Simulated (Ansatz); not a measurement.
# KMgF3: optical spectrum from first principles, part 2 of 2

Wanted: where KMgF3 starts to absorb, how strongly, and its refractive index.

Ansatz 0.2.0; DFT, PBE, plane-wave PAW, default files, scalar-relativistic, independent-particle optical response without local fields.

So far. Step 2 (Ground state and bands): There is a gap, 7.33 eV on the path, so no carriers' term is needed. The cell is left with a pressure of 3.8 GPa, as it stands unrelaxed at this level.

## Step 3: Spectrum (continued)

Optical constants at common wavelengths, from n + ik = √ε:

| wavelength (nm) | n | k | R (%) | 1/α |
| --- | --- | --- | --- | --- |
| 1550 | 1.47 | 0.000 | 3.7 | over 1 mm |
| 800 | 1.48 | 0.000 | 3.7 | over 1 mm |
| 633 | 1.48 | 0.000 | 3.7 | over 1 mm |
| 450 | 1.49 | 0.000 | 3.8 | over 1 mm |
| 365 | 1.50 | 0.000 | 3.9 | over 1 mm |
| 308 | 1.51 | 0.000 | 4.1 | over 1 mm |
| 248 | 1.53 | 0.000 | 4.3 | over 1 mm |

Through 1 µm of it, D65 light comes out colourless (x = 0.313, y = 0.329; 93 % transmitted).

## Step 4: Static response with local fields

Perturbation theory gives the static response with local fields and the functional's kernel, and it needs no empty bands.

This step: DFT, PBE, plane-wave PAW, default files, scalar-relativistic, static field response by perturbation theory with local fields (Ansatz 0.2.0).

Contents of input.yaml:

```yaml
crystal:
  lattice:
    - [3.9859, 0.0, 0.0]
    - [0.0, 3.9859, 0.0]
    - [0.0, 0.0, 3.9859]
  atoms:
    - { symbol: K, position: [0.5, 0.5, 0.5] }
    - { symbol: Mg, position: [0.0, 0.0, 0.0] }
    - { symbol: F, position: [0.0, 0.0, 0.5] }
    - { symbol: F, position: [0.0, 0.5, 0.0] }
    - { symbol: F, position: [0.5, 0.0, 0.0] }
kpoints:
  mp_grid: { grid: [6, 6, 6] }
scf:
  occupations: { method: fixed }
hamiltonian:
  xc: pbe
  pseudopotentials: { kind: paw }
dielectric: {}
```

Launch:

```bash
$ ansatz run input.yaml --threads 4 --pin off --max-ram 8192MiB --backend cpu --events-out ev --progress --plain --runs-dir out
```

Numbers of over 12 decimals in the logs are rounded to 6 here.

What it wrote:

```text
[...]
Crystal: 5 atoms, lattice volume = 63.326 Å³
Basis set: ecut = 420 eV, 1237 PW (Γ), exchange–correlation on 54×54×54 points (8 copies of the dense FFT grid, shifted against one another)
Bands: 25, of which v1, the nominal top of the filled ones, is band 20 counted from 1 (19 counted from 0)
Symmetry: 48 space group operations
k-points: 40 of 216 (irreducible under 8 space group operations, time reversal used)
[...]
SCF iter   1: F=—  HF=-5894.699814 eV  |F-HF|=—  |Δ(HF+E_count)|=         —  Δρ=5.09e-4  dr2=4.06e-5  ethr=1.77e-3  ⟨swp⟩=4.3  Hψ=4213  notcnv=0  defer=64
[...]
SCF iter   8: F=-5894.699661 eV  HF=-5894.699661 eV  |F-HF|=1.73e-11  |Δ(HF+E_count)|=  2.91e-11  Δρ=1.93e-7  dr2=1.75e-11  ethr=1.00e-12  ⟨swp⟩=8.2  Hψ=3833  notcnv=0
SCF 1 converged in 8 iterations: F = -5894.699661 eV  dr2 = 1.75e-11
[...]
DFPT response loops at Γ: preconditioner auto → none (the input reference at scf.mixing.eps_inf says where Resta's filter doesn't serve); β = 0.50; Broyden in place of MSR1
SCF converged after 8 iterations
Free energy (F): -5894.699661 eV
[...]
Internal energy: -5894.699661 eV  (E = F + TS)
E sigma→0 (E₀):  -5894.699661 eV
Fermi energy:    2.851177 eV
[...]
--- Band table (eV; the first three rows and the last of 40) ---
  k-point 0: bands = [... 16 lower, 2.2270, 2.5305, 2.5305, 2.5305, 10.1856, 12.9408, 12.9408, 15.0659, ... 1 higher]
  k-point 1: bands = [... 16 lower, 2.1708, 2.2739, 2.4776, 2.4776, 10.6666, 13.1827, 13.2273, 15.1884, ... 1 higher]
  k-point 2: bands = [... 16 lower, 2.0536, 2.0536, 2.3744, 2.3744, 11.8417, 13.6901, 13.6942, 15.4707, ... 1 higher]
  k-point 39: bands = [... 16 lower, 1.7429, 2.8512, 2.8512, 2.8512, 13.3132, 13.3132, 13.3132, 16.8149, ... 1 higher]
--- Dielectric response (ions clamped): 1 representative field direction + reference, on 40 of 216 k-points (Σ response iterations 8) ---
  k mesh reduced under 8 symmetry operations, with k and −k counted as one. Each operation leaves every solved perturbation unchanged. A smaller set is not considered because the run solves the response to a homogeneous field
  ε∞ (high-frequency dielectric tensor):
        2.094362     0.000000    -0.000000
       -0.000000     2.094362     0.000000
        0.000000     0.000000     2.094362
  Born effective charges Z* (e; rows j = field, columns β = displacement):
    site 0:
         1.18769    0.00000    0.00000
         0.00000    1.18769    0.00000
        -0.00000    0.00000    1.18769
    site 1:
         2.00784   -0.00000    0.00000
        -0.00000    2.00784    0.00000
        -0.00000    0.00000    2.00784
    site 2:
        -0.96005   -0.00000    0.00000
         0.00000   -0.96005    0.00000
        -0.00000    0.00000   -1.27542
    site 3:
        -0.96005   -0.00000   -0.00000
        -0.00000   -1.27542    0.00000
         0.00000    0.00000   -0.96005
    site 4:
        -1.27542   -0.00000    0.00000
         0.00000   -0.96005    0.00000
        -0.00000    0.00000   -0.96005
  Z* charge neutrality: 1.040e-4 e pre-enforcement
  k-mesh period / interband length: 23.9 Å / 0.84 Å = 28.31 at k = (0.0000, 0.0000, 0.0000), direct gap 7.655 eV — 14 or more, which is no proof of convergence
```

Run time: 3.5 s. Hardware: 4 threads of Intel Xeon Platinum 8375C at 2.90GHz (Ice Lake), shared host; peak memory 0.56 GiB; 13 s of CPU time.

Read-outs, printed or worked out from the files:

- electronic dielectric constant ε∞, mean over x, y and z (by symmetry where fewer were run): 2.094

ε∞ with local fields:

```
2.09 0.00 0.00
0.00 2.09 0.00
0.00 0.00 2.09
```

Diagonal elements. Born, by row:

| atom | Z*xx (e) | Z*yy (e) | Z*zz (e) |
| --- | --- | --- | --- |
| K1 | 1.188 | 1.188 | 1.188 |
| Mg2 | 2.008 | 2.008 | 2.008 |
| F3 | -0.96 | -0.96 | -1.275 |
| F4 | -0.96 | -1.275 | -0.96 |
| F5 | -1.275 | -0.96 | -0.96 |

Mean Born charges are K +1.19, Mg +2.01 and F -1.07, against formal valences of +1, +2 and -1. The largest lies a little above its ionic value.

## Step 5: Summary of results

- gap on the path: 7.33 eV
- least direct gap on the path: 7.66 eV
- electronic dielectric constant ε∞, mean over x, y and z (by symmetry where fewer were run) (independent particles): 2.17
- absorption onset, first axis (α over 10⁴ cm⁻¹, or the direct gap if that lies higher): 7.65 eV
- electronic dielectric constant ε∞, mean over x, y and z (by symmetry where fewer were run) (static response with local fields): 2.09

In words: At this level (PBE, independent particles) KMgF3 has ε∞ = 2.17 (2.09 with local fields) and n = 1.47 at 1550 nm; absorption sets in near 7.7 eV. The gap is indirect (7.33 eV), so absorption without phonons can begin only at the direct gap of 7.66 eV. Absorption passes 10⁴ cm⁻¹ from the direct gap on, 7.65 eV, in the ultraviolet, so the visible is passed. Distinct maxima of Im ε, read by a parabola through the highest points, lie at 11.53 eV (2.9), 16.29 eV (2.1), 17.78 eV (2.2) and 19.15 eV (2.2). Through 1 µm of it, D65 light comes out colourless (x = 0.313, y = 0.329; 93 % transmitted). With local fields and the functional's kernel the static response is 2.09 against 2.17 for independent particles (-4 %). In the base spectrum excitons and phonon-assisted transitions are missing, and so are local fields; PBE gaps are as a rule too small, which pulls the onset down and ε∞ up. In the base run ε includes the program's bounded estimate of what the bands above those summed add.

[Logs are printed without paths, hosts, clocks, repeated set-up lines and the standing remarks that a program may print on its own settings, such as how far it seeks lower states.]

[Hosts, paths, dates, database ids (printed as entryN), source tags and the programs' standing remarks are cut or masked in the printed files.]
